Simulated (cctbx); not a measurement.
**Symmetry from intensities**

Cell: a = 11.3820 Å, b = 11.3820 Å, c = 11.3820 Å, α = 90.00°, β = 90.00°, γ = 90.00°. Expected content of the cell: Os28 Fe64 Ti24.

Simulated single-crystal data (cctbx): Mo Kα, λ = 0.71073 Å, to d = 0.6 Å, 80 % of the full sphere, strongest reflection 40000 counts, noise from counting, a 3 % proportional error and a noise floor of 15 counts (s.d.); no absorption.

Tests on the unmerged data give:

```text
22604 reflections to d = 0.602 A
centring   violations  <I/sigma> of those
    A          0 of 11342      0.0
    B          0 of 11265      0.0
    C          0 of 11303     -0.0
    I       1612 of 11253      1.9
    R       2477 of 15178      2.5
    F          0 of 16955     -0.0
Laue class    unique    Rint  (classes that these axes allow; Friedel mates merged)
F m m m           999   0.034
F m -3            341   0.036
F m -3 m          224   0.036
space group    extra absences  I>4sigma  <I/sigma>
F 4 3 2                 0          0         -  acentric
F -4 3 m                0          0         -  acentric
F m -3 m                0          0         -  centric
Wilson B = 0.30 A^2   <|E^2-1|> = 1.055 (0.968 centric, 0.736 acentric)   E^2>4: 5.5 %
shell (A)         n   <I/sigma>
 6.57 - 1.20     39     61.2
 1.20 - 0.96     30     60.9
 0.96 - 0.84     27     47.5
 0.84 - 0.76     26     49.3
 0.76 - 0.71     27     43.5
 0.71 - 0.66     23     50.6
 0.66 - 0.63     26     38.1
 0.63 - 0.60     26     45.4
```

Q: Read the symmetry from these tables.

The reflections that A, B, C and F centring forbids are absent (⟨I/σ⟩ near 0), so the lattice is F. F holds A, B and C together.

Rint stays low (0.034 to 0.036) up to F m -3 m, the highest class in these axes.

3 settings pass the absence test. No glide or screw absences show, which leaves F 4 3 2, F -4 3 m and F m -3 m.

⟨|E²−1|⟩ = 1.055 leans to a centrosymmetric structure. The Wilson B of 0.30 Å² means U ≈ 0.0038 Å².

The true group is Fm-3m (no. 225), Laue class m-3m, centrosymmetric. The tables only narrow the choice to the tied entries; cell content, site symmetry and trial solutions must settle it.

The model was made for the exercise: a known structure type with other elements put in, its volume estimated, not relaxed; displacement parameters are assumed.

[Logs are printed without paths, hosts, clocks, repeated set-up lines and the standing remarks that a program may print on its own settings, such as how far it seeks lower states.]
